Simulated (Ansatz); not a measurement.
Entries from a set of simulations; values are calculated unless marked as measured.

```cif
data_h6pbcncl3
_symmetry_space_group_name_H-M 'Pm'
_symmetry_Int_Tables_number 6
_cell_length_a 5.7528
_cell_length_b 5.7647
_cell_length_c 5.8552
_cell_angle_alpha 90.000
_cell_angle_beta 90.025
_cell_angle_gamma 90.000
_cell_volume 194.18
loop_
_atom_site_label
_atom_site_type_symbol
_atom_site_symmetry_multiplicity
_atom_site_Wyckoff_symbol
_atom_site_fract_x
_atom_site_fract_y
_atom_site_fract_z
_atom_site_occupancy
H1 H 1 b 0.87948 0.50000 0.79042 1
H2 H 2 c 0.81325 0.34407 0.04739 1
H3 H 2 c 0.22966 0.35432 0.97854 1
H4 H 1 b 0.17096 0.50000 0.21641 1
Pb1 Pb 1 a 0.47399 0.00000 0.48387 1
C1 C 1 b 0.89427 0.50000 0.97685 1
N1 N 1 b 0.14493 0.50000 0.04073 1
Cl1 Cl 1 a 0.42789 0.00000 0.97556 1
Cl2 Cl 1 b 0.42919 0.50000 0.52004 1
Cl3 Cl 1 a 0.97183 0.00000 0.43966 1
_calc_subject 'H6PbCNCl3 (Pm): spin-orbit coupling beyond the local functionals'
_calc_method 'DFT, HSE06 with spin-orbit coupling, plane waves, PAW (and 1 further level or step)'
_calc_program 'Ansatz 0.2.0'
_calc_settings_of_one_run 'cutoff 420 eV, 2×2×2 k-mesh, default PAW'
_calc_cost '2 runs, 5.4 min in all on 4 threads of Arm Neoverse V1, shared host (the runs of this entry)'
_calc_notes 'The cell and positions are those that the Materials Project relaxed with its own functionals (PBE, PBE+U or r2SCAN), kept fixed.'
_calc_hse06 '3.36 eV'
_calc_hse06_soc '2.12 eV'
```

[Paths, hosts, dates, memory and timing lines, banners, echoed tables and standing remarks are left out of the program output.]

[Logs are printed without paths, hosts, clocks, repeated set-up lines and the standing remarks that a program may print on its own settings, such as how far it seeks lower states.]

[Runs of the session that timed out or met a known fault of the program may be left out.]

[Cells called generated may have been cut or substituted from an entry of the Crystallography Open Database or the Materials Project.]

[Hosts, paths, dates, database ids (printed as entryN), source tags and the programs' standing remarks are cut or masked in the printed files.]
